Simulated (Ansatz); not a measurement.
# What ZrPbSe3 (model cell, started as cubic perovskite with Zr in the octahedra) distorts into, part 2 of 3

Aim: this structure of ZrPbSe3 (model cell, started as cubic perovskite with Zr in the octahedra) is to be tested for unstable modes, and one is followed downhill.

Ansatz 0.2.0; DFT LDA, scalar-relativistic, plane waves, PAW; PAW set soft_1.

So far, highest frequency on the path or at a solved wavevector (cm⁻¹): step 2 (phonons on a q mesh) 292. Also lowest frequency on the path (cm⁻¹): step 2 -125.

The structure was built from a prototype and need not be the compound's stable phase.

**5. Energy along the mode, all amplitudes (two of the runs are shown above)**

An imaginary frequency means negative curvature, so the energy should fall and then rise again as anharmonic terms take over.

Numbers from this step:

| Property | Result |
| --- | --- |
| depth at the lowest point sampled | 146.1 meV/atom |
| largest atomic shift at that point | 0.6 Å |

The energy from the parent by largest atomic shift:

| largest atomic shift (Å) | energy from the parent (meV/atom) |
| --- | --- |
| 0.000 | 0 |
| 0.040 | -1.42 |
| 0.080 | -5.38 |
| 0.140 | -15.1 |
| 0.220 | -33.7 |
| 0.320 | -62.7 |
| 0.450 | -104 |
| 0.600 | -146 |

Displacement at unit largest shift by atom:

| atom | x (Å) | y (Å) | z (Å) | size |
| --- | --- | --- | --- | --- |
| Pb1 | 0.00 | 0.00 | 0.00 | 0.00 |
| Pb2 | 0.00 | 0.00 | 0.00 | 0.00 |
| Zr3 | 0.00 | 0.00 | 0.00 | 0.00 |
| Zr4 | 0.00 | 0.00 | 0.00 | 0.00 |
| Se5 | -1.00 | 0.00 | 0.00 | 1.00 |
| Se6 | 1.00 | 0.00 | 0.00 | 1.00 |
| Se7 | 0.00 | 0.00 | 0.00 | 0.00 |
| Se8 | 0.00 | 0.00 | 0.00 | 0.00 |
| Se9 | 0.00 | 0.00 | -1.00 | 1.00 |
| Se10 | 0.00 | 0.00 | 1.00 | 1.00 |

The lowest of the steps tried is the last one, at 0.6 Å, 146 meV/atom below the parent; the bottom of the well need not coincide with a step.

**6. Relaxing from the distorted cell**

Starting from the lowest point found, all atoms and the cell are let go, so that strain and other modes of the same symmetry can join in.

The input, input.yaml:

```yaml
crystal:
  lattice:
    - [5.1163184678, 5.1163184678, 0.0]
    - [5.1163184678, 0.0, 5.1163184678]
    - [5.1163184678, 0.0, -5.1163184678]
  atoms:
    - { symbol: Pb, position: [0.0, 0.5, 0.5] }
    - { symbol: Pb, position: [0.0, 0.0, 0.0] }
    - { symbol: Zr, position: [0.5, 0.25, 0.75] }
    - { symbol: Zr, position: [0.5, 0.75, 0.25] }
    - { symbol: Se, position: [0.5, -0.0586359121, 0.9413640879] }
    - { symbol: Se, position: [0.5, 0.5586359121, 0.5586359121] }
    - { symbol: Se, position: [0.0, 0.5, 0.0] }
    - { symbol: Se, position: [0.0, 0.0, 0.5] }
    - { symbol: Se, position: [0.5, 0.4413640879, 0.0586359121] }
    - { symbol: Se, position: [0.5, 0.0586359121, 0.4413640879] }
kpoints:
  mp_grid: { grid: [8, 8, 8] }
hamiltonian:
  xc: lda
  pseudopotentials: { kind: paw, azcp: { folder: soft_1 }, xc_functional: pbe }
scf:
  occupations: { method: methfessel_paxton, width: 0.2 }
output:
  forces: true
  stress: true
  eigenvalues: true
  write_density: true
  write_potential: true
  elf: true
  volumetric_format: npy
relax:
  adjacent_minimum: "off"
  f_tol: 0.002
  max_steps: 120
  cell: { stress_tol: 0.03 }
```

Launch:

```
$ ansatz run input.yaml --threads 4 --pin off --max-ram 16384MiB --backend cpu --events-out ev --progress --plain --runs-dir out
```

Numbers of over 12 decimals in the logs are rounded to 6 here.

The program printed:

```text
[...]
Crystal: 10 atoms, lattice volume = 267.857 Å³
Basis set: ecut = 420 eV, 5209 PW (Γ)
Bands: 89, of which v1, the nominal top of the filled ones, is band 74 counted from 1 (73 counted from 0)
Symmetry: 16 space group operations
[...]
k-points: 59 of 512
[...]
SCF iter   1: F=—  HF=-63678.769810 eV  |F-HF|=—  |Δ(HF+E_count)|=         —  Δρ=6.95e-2  dr2=4.68e1  ethr=3.10e-3  ⟨swp⟩=6.7  Hψ=18645  notcnv=0
[...]
SCF iter  11: F=-63670.887959 eV  HF=-63670.887959 eV  |F-HF|=3.92e-9  |Δ(HF+E_count)|=   3.33e-8  S|Δr|=    0.00e0  Δρ=1.19e-6  dr2=5.12e-9  ethr=6.76e-11  ⟨swp⟩=14.5  Hψ=39471  notcnv=0
SCF 1 converged in 11 iterations: F = -63670.887959 eV  dr2 = 5.12e-9
[...]
relax step   1: F+E_penalty+E_count = -63670.88795904 eV  Δ(F+E_penalty+E_count) = +0.000e0 eV  max|allowed force component| = 6.026e-1 eV/Å  Δτ_max = 0.0000 Å  P = -1.815 GPa  Ω = 267.857 Å³  (11 SCF iters, dr2 threshold 1.00e-7 eV, accepted)
Crystal: 10 atoms, lattice volume = 257.171 Å³
Basis set: ecut = 420 eV, 5021 PW (Γ)
[...]
SCF iter   7: F=-63671.347190 eV  HF=-63671.347191 eV  |F-HF|=3.57e-7  |Δ(HF+E_count)|=   1.07e-6  S|Δr|=    0.00e0  Δρ=1.31e-5  dr2=7.41e-7  ethr=6.76e-10  ⟨swp⟩=11.1  Hψ=47589  notcnv=0
SCF 2 converged in 7 iterations: F = -63671.347190 eV  dr2 = 7.41e-7
[...]
relax step   2: F+E_penalty+E_count = -63671.34719035 eV  Δ(F+E_penalty+E_count) = -4.592e-1 eV  max|allowed force component| = 2.226e-1 eV/Å  Δτ_max = 0.1950 Å  P = -0.110 GPa  Ω = 257.171 Å³  energy of the carried Pulay correction = +1.205e-3 eV  (7 SCF iters, dr2 threshold 1.00e-6 eV, accepted)
Crystal: 10 atoms, lattice volume = 255.262 Å³
Basis set: ecut = 420 eV, 4941 PW (Γ)
[...]
SCF iter   7: F=-63671.385254 eV  HF=-63671.385254 eV  |F-HF|=6.81e-8  |Δ(HF+E_count)|=   1.37e-7  S|Δr|=    0.00e0  Δρ=7.74e-6  dr2=1.25e-7  ethr=6.76e-10  ⟨swp⟩=12.1  Hψ=51358  notcnv=0
SCF 3 converged in 7 iterations: F = -63671.385254 eV  dr2 = 1.25e-7
relax step   3: F+E_penalty+E_count = -63671.38525427 eV  Δ(F+E_penalty+E_count) = -3.806e-2 eV  max|allowed force component| = 3.518e-1 eV/Å  Δτ_max = 0.1545 Å  P = -0.721 GPa  Ω = 255.262 Å³  energy of the carried Pulay correction = +1.426e-3 eV  (7 SCF iters, dr2 threshold 1.00e-6 eV, accepted)
[...]
relax step   4: F+E_penalty+E_count = -63671.42964047 eV  Δ(F+E_penalty+E_count) = -4.439e-2 eV  max|allowed force component| = 2.510e-2 eV/Å  Δτ_max = 0.0714 Å  P = +0.151 GPa  Ω = 253.584 Å³  energy of the carried Pulay correction = +1.621e-3 eV  (6 SCF iters, dr2 threshold 1.00e-6 eV, accepted)
[...]
relax step   5: F+E_penalty+E_count = -63671.43024912 eV  Δ(F+E_penalty+E_count) = -6.087e-4 eV  max|allowed force component| = 1.354e-3 eV/Å  Δτ_max = 0.0056 Å  P = -0.011 GPa  Ω = 253.967 Å³  energy of the carried Pulay correction = +1.576e-3 eV  (5 SCF iters, dr2 threshold 1.67e-7 eV, accepted)
[...]
relax step   6: F+E_penalty+E_count = -63671.42874108 eV  Δ(F+E_penalty+E_count) = +1.508e-3 eV  max|allowed force component| = 1.403e-3 eV/Å  Δτ_max = 0.0000 Å  P = -0.013 GPa  Ω = 253.967 Å³  stress off target by 3.04e-2 GPa  SCF on the basis re-selected at this cell (its energy is not comparable with the rows above)  (7 SCF iters)
[...]
relax step   7: F+E_penalty+E_count = -63671.42877682 eV  Δ(F+E_penalty+E_count) = -3.574e-5 eV  max|allowed force component| = 9.992e-4 eV/Å  Δτ_max = 0.0011 Å  P = -0.000 GPa  Ω = 253.889 Å³  energy of the carried Pulay correction = +9.426e-6 eV  (5 SCF iters, dr2 threshold 2.31e-9 eV, accepted)
[...]
SCF iter   4: F=-63671.428764 eV  HF=-63671.428764 eV  |F-HF|=1.46e-11  |Δ(HF+E_count)|=  1.16e-10  S|Δr|=    0.00e0  Δρ=8.33e-8  dr2=1.11e-11  ethr=1.00e-12  ⟨swp⟩=8.0  Hψ=28338  notcnv=0
SCF 8 converged in 4 iterations: F = -63671.428764 eV  dr2 = 1.11e-11
relax step   8: F+E_penalty+E_count = -63671.42876383 eV  Δ(F+E_penalty+E_count) = +1.299e-5 eV  max|allowed force component| = 9.962e-4 eV/Å  Δτ_max = 0.0000 Å  P = -0.000 GPa  Ω = 253.889 Å³  stress off target by 7.25e-3 GPa  SCF on the basis re-selected at this cell (its energy is not comparable with the rows above)  (4 SCF iters)
[...]
SCF converged after 4 iterations
[...]
Free energy (F): -63671.428764 eV
[...]
Internal energy: -63671.436152 eV  (E = F + TS)
E sigma→0 (E₀):  -63671.430611 eV
Entropy (-TS):   0.007388 eV (0.739 meV/atom)
Fermi energy:    9.639928 eV
[...]
--- Forces (eV/Å), atoms counted from 1 ---
  atom   1  Pb     0.00000000     0.00000000     0.00000000
  atom   2  Pb     0.00000000     0.00000000     0.00000000
  atom   3  Zr     0.00000000     0.00000000     0.00000000
  atom   4  Zr     0.00000000     0.00000000    -0.00000000
  atom   5  Se     0.00099624     0.00000000     0.00000000
  atom   6  Se    -0.00099624     0.00000000     0.00000000
  atom   7  Se     0.00000000     0.00000000     0.00000000
  atom   8  Se     0.00000000     0.00000000     0.00000000
  atom   9  Se     0.00000000     0.00000000     0.00099624
  atom  10  Se     0.00000000     0.00000000    -0.00099624
  max |Σ_I F_I| component: 1.73e-18 eV/Å
--- Stress (GPa, compression-positive) ---
       -0.004093       0.000000       0.000000
        0.000000       0.007253       0.000000
        0.000000       0.000000      -0.004093
  P = ⅓ Tr σ = -0.0003 GPa (-0.003 kbar)
--- Band table (eV; the first three rows and the last of 59) ---
  k-point 0: bands = [... 70 lower, 8.7160, 8.7160, 9.3532, 9.3532, 10.0692, 10.0692, 10.1029, 10.5283, ... 11 higher]
  k-point 1: bands = [... 70 lower, 8.8468, 8.8528, 8.9695, 9.1786, 10.0833, 10.1273, 10.3850, 10.7487, ... 11 higher]
  k-point 2: bands = [... 70 lower, 8.4008, 8.6978, 8.8410, 8.9125, 10.2186, 10.3222, 10.7747, 10.8970, ... 11 higher]
  k-point 58: bands = [... 70 lower, 7.0871, 8.3980, 9.3682, 9.3682, 10.1065, 10.7606, 10.8567, 10.8567, ... 11 higher]
--- Relaxed structure (6 steps of the walk, 6 accepted, 2 SCFs on fresh bases) ---
  F+E_penalty+E_count = -63671.42876383 eV   max|allowed force component| = 9.962e-4 eV/Å   (the final SCF, on the basis selected at the relaxed cell)
  cell:  # Å, volume = 253.8886 Å³
    - [4.922179, 5.239603, 0.0]
    - [4.922179, 0, 4.922179]
    - [4.922179, 0, -4.922179]
  atoms:
    - { symbol: Pb, position: [0, 0.5, 0.5] }
    - { symbol: Pb, position: [0, -8.200940644969481e-19, -5.488484824411098e-19] }
    - { symbol: Zr, position: [0.5, 0.250000, 0.75] }
    - { symbol: Zr, position: [0.5, 0.75, 0.250000] }
    - { symbol: Se, position: [0.5, -0.086482, 0.913518] }
    - { symbol: Se, position: [0.5, 0.586482, 0.586482] }
    - { symbol: Se, position: [0, 0.5, 0.0] }
    - { symbol: Se, position: [0, 0.0, 0.5] }
    - { symbol: Se, position: [0.5, 0.413518, 0.086482] }
    - { symbol: Se, position: [0.5, 0.086482, 0.413518] }
```

Run time: 4.3 min. Hardware: 4 threads of Arm Neoverse V1, shared host; peak memory 1.5 GiB; 17 min of CPU time.

Relaxation path:

| step | energy less that of the first step (eV) | largest force component (eV/Å) | pressure (GPa) | volume (Å³) |
| --- | --- | --- | --- | --- |
| 1 | 0.0000 | 0.6026 | -1.82 | 267.86 |
| 2 | -0.4592 | 0.2226 | -0.11 | 257.17 |
| 3 | -0.4973 | 0.3518 | -0.72 | 255.26 |
| 4 | -0.5417 | 0.0251 | 0.15 | 253.58 |
| 5 | -0.5423 | 0.0014 | -0.01 | 253.97 |
| 6* | -0.5408 | 0.0014 | -0.01 | 253.97 |
| 7 | -0.5408 | 0.0010 | 0.00 | 253.89 |
| 8* | -0.5408 | 0.0010 | 0.00 | 253.89 |

Relaxation steps marked * repeat the geometry before them on a plane-wave basis chosen anew for their cell, so energy and pressure can jump there.

Forces are held to the 16 operations that the run works with; a distortion that breaks them can't arise in this run.

| conventional cell, symmetrised | before | after | change |
| --- | --- | --- | --- |
| a (Å) | 7.236 | 6.961 | -3.8 % |
| b (Å) | 7.236 | 6.961 | -3.8 % |
| c (Å) | 10.233 | 10.479 | +2.4 % |
| volume (Å³/atom) | 26.79 | 25.39 | -5.2 % |

The atoms that moved most (Å, as changes of fractional coordinates times the final cell):

| atom | dx | dy | dz | length |
| --- | --- | --- | --- | --- |
| Se10 | 0.000 | 0.000 | 0.274 | 0.274 |
| Se9 | 0.000 | 0.000 | -0.274 | 0.274 |
| Se5 | -0.274 | 0.000 | 0.000 | 0.274 |
| Se6 | 0.274 | 0.000 | 0.000 | 0.274 |

This step gave:

```yaml
pressure: -3.11e-4 GPa
volume_per_atom: 25.39 Å³
gap_on_the_k_mesh: 0.3086 eV
```

ELF in the ac plane of the conventional cell at fractional y = 0.000, with atoms of Pb and Zr and Se within 0.2 Å of it. It is the smooth field of the valence electrons, not physical close to the nuclei.

Ten even steps from '_' (0.03) to '@' (0.78), each cell a mean:
```
**@@**::++%%%%##++::--**%%%%##----%%%%
%%**::..--****++--..::==****++::..==##
==--::....::--::::::::::::::::....::--
@@@@##==......--======--::....::**%%@@
%%@@@@##::..--++==----++==::..++@@@@%%
::**@@%%==..==++::____==++::::##@@%%--
==##@@%%--..--++::__..====::::**@@@@++
@@@@@@**::..::==++==++++--....==%%@@@@
##**++--......::------::::......==**##
==--....::====--::....::====--....::==
@@%%--..==####**==::::++####**::::**@@
==%%**::++%%%%%%++::--##%%%%##--==@@**
**@@**::++%%%%##++::--**%%%%##----%%%%
%%**::..--****++--..::==****++::..==##
==--::....::::::::::::::::--::....::--
@@@@##==......--======--::....::**%%@@
%%@@@@##::..--++==----++==::..++@@@@%%
::**@@%%==..==++::____==++::::**@@%%--
==##@@%%--..--++::__..====::::**@@@@++
@@@@@@**::..::==++==++++--....==%%@@@@
##**++--......::------::::......==**##
==::....::====--::....::====--....::==
@@%%--..==####**==::--++####**::::**@@
==%%**::++%%%%%%++::--##%%%%##--==@@**
```
Columns run along a (7.0 Å), rows up along c (10.5 Å), edges of the conventional cell, whose origin can differ from the input's. Atoms in or near the plane, at fractional coordinates: Pb at (0.50, 0.25), Pb at (0.50, 0.75), Zr at (0.00, 0.00), Zr at (0.00, 0.50), Se at (0.00, 0.75), Se at (0.00, 0.25).

Electrostatic potential energy in the ac plane of the conventional cell at fractional y = 0.000, with atoms of Pb and Zr and Se within 0.2 Å of it. With pseudopotentials it is smooth inside the atoms' cores, unlike the true potential.

Values in eV, 13 rows by 16 columns, each cell a mean:
```
-37 -26  -1   9  10  10  11  12  12  11  10  10  10   4 -17 -35
  0   5  10  12  12  11   9   6   5   8  11  12  12  11   7   2
  0  -4   6  12  11   5 -16 -29 -29 -24  -1  10  12  10  -2  -2
  6  -5   3  12  11   3 -24 -31 -30 -30  -6   9  12   8  -6   3
  0   5  10  13  12  10   5  -4  -6   2   9  12  13  12   7   1
-27 -15   3  10  11  11  11  12  12  11  11  11  11   7  -8 -24
-43 -37  -7   8   9   9  10  12  12  11   9   9   9   2 -27 -43
-17  -7   6  11  12  11  11  11  11  11  11  12  12   8  -1 -15
 -3   2  10  12  12   9   0 -13 -15  -6   7  11  13  11   5  -2
 10  -5   2  11  11   2 -27 -31 -29 -32  -8   9  12   8  -7   6
 -2  -2   8  12  12   7  -9 -23 -25 -17   2  10  12  11   1  -3
 -5   2   9  12  12  12  10   9   9  10  11  12  12  10   5  -3
-42 -33  -4   8  10   9  10  12  12  11   9  10   9   3 -23 -40
```
Columns run along a (7.0 Å; values clipped at the 3rd and 97th percentile), rows up along c (10.5 Å), edges of the conventional cell, whose origin can differ from the input's. Atoms in or near the plane, at fractional coordinates: Pb at (0.50, 0.25), Pb at (0.50, 0.75), Zr at (0.00, 0.00), Zr at (0.00, 0.50), Se at (0.00, 0.75), Se at (0.00, 0.25).

Valence density in the ac plane of the conventional cell at fractional y = 0.000, with atoms of Pb and Zr and Se within 0.2 Å of it. It is the smooth field of the valence electrons, not physical close to the nuclei.

Ten steps, logarithmic in the rise over the least value, from '0' (0 e/Å³) to '9' (37 e/Å³), each cell a mean:
```
5420001000000100145
3210000000000000023
1100000000000000001
2100000012210000011
5310000245431000124
9621001356642000148
8520001356541000137
3210000134320000112
1100000011100000011
2100000000000000011
4310000000000000134
5531011000001100145
5420001000000100145
3210000000000000023
1100000000000000001
2100000012210000011
5310000245431000124
9621001356642000148
8520001356541000137
3210000134320000112
1100000011100000011
2100000000000000011
4310000000000000134
5531011000001100245
```
Columns run along a (7.0 Å), rows up along c (10.5 Å), edges of the conventional cell, whose origin can differ from the input's. Atoms in or near the plane, at fractional coordinates: Pb at (0.50, 0.25), Pb at (0.50, 0.75), Zr at (0.00, 0.00), Zr at (0.00, 0.50), Se at (0.00, 0.75), Se at (0.00, 0.25).

The distorted start has space group I4/mcm; the relaxation ends in I4/mcm.

**7. The new phase in its own primitive cell**

The relaxed structure is symmetrised, reduced to its primitive cell and relaxed tightly, as its phonons need.

The input, input.yaml:

```yaml
crystal:
  lattice:
    - [-3.4805063659, 3.4805063659, 5.2396027498]
    - [3.4805063659, -3.4805063659, 5.2396027498]
    - [3.4805063659, 3.4805063659, -5.2396027498]
  atoms:
    - { symbol: Pb, position: [0.25, 0.75, 0.5] }
    - { symbol: Pb, position: [0.75, 0.25, 0.5] }
    - { symbol: Zr, position: [0.0, 0.0, 0.0] }
    - { symbol: Zr, position: [0.5, 0.5, 0.0] }
    - { symbol: Se, position: [0.8364816477, 0.3364816477, 0.1729632954] }
    - { symbol: Se, position: [0.1635183523, 0.6635183523, 0.8270367046] }
    - { symbol: Se, position: [0.75, 0.75, 0.0] }
    - { symbol: Se, position: [0.25, 0.25, 0.0] }
    - { symbol: Se, position: [0.6635183523, 0.8364816477, 0.5] }
    - { symbol: Se, position: [0.3364816477, 0.1635183523, 0.5] }
kpoints:
  mp_grid: { grid: [6, 6, 6] }
hamiltonian:
  xc: lda
  pseudopotentials: { kind: paw, azcp: { folder: soft_1 }, xc_functional: pbe }
scf:
  occupations: { method: fixed }
output:
  forces: true
  stress: true
  eigenvalues: true
relax:
  adjacent_minimum: "off"
  f_tol: 0.001
  max_steps: 60
  cell: { stress_tol: 0.01 }
```

The program printed:

```text
[...]
Crystal: 10 atoms, lattice volume = 253.889 Å³
Basis set: ecut = 420 eV, 4917 PW (Γ)
Bands: 89, of which v1, the nominal top of the filled ones, is band 74 counted from 1 (73 counted from 0)
Symmetry: 16 space group operations
[...]
k-points: 30 of 216
[...]
- { symbol: Pb, position: [0.75, 0.25, 0.5] }
    - { symbol: Zr, position: [0, 0, 0] }
    - { symbol: Zr, position: [0.5, 0.5, 0] }
    - { symbol: Se, position: [0.836509, 0.336509, 0.173018] }
    - { symbol: Se, position: [0.163491, 0.663491, 0.826982] }
    - { symbol: Se, position: [0.750000, 0.750000, 0] }
    - { symbol: Se, position: [0.25, 0.25, 0] }
    - { symbol: Se, position: [0.663491, 0.836509, 0.5] }
    - { symbol: Se, position: [0.336509, 0.163491, 0.5] }
[key lines of the parts left out:]
SCF converged after 4 iterations
Free energy (F): -63671.429561 eV
Fermi energy:    9.367433 eV
P = ⅓ Tr σ = -0.0012 GPa (-0.012 kbar)
```

It took 56 s on 4 threads; peak memory 1.1 GiB; 3.7 min of CPU time.

Little changed from the start: no atom moved by 0.005 Å and no cell edge by 0.1 %.

This step gave:

```yaml
pressure: -0.001219 GPa
gap_on_the_k_mesh: 0.3078 eV
direct_gap_on_mesh: 0.6580 eV
```

The largest force component left is 0.082 meV/Å and the pressure is -0.001 GPa, within the tolerances set. The cell now holds 25.39 Å³/atom.

[end of part 2 of 3]

[Logs are printed without paths, hosts, clocks, repeated set-up lines and the standing remarks that a program may print on its own settings, such as how far it seeks lower states.]

[Hosts, paths, dates, database ids (printed as entryN), source tags and the programs' standing remarks are cut or masked in the printed files.]
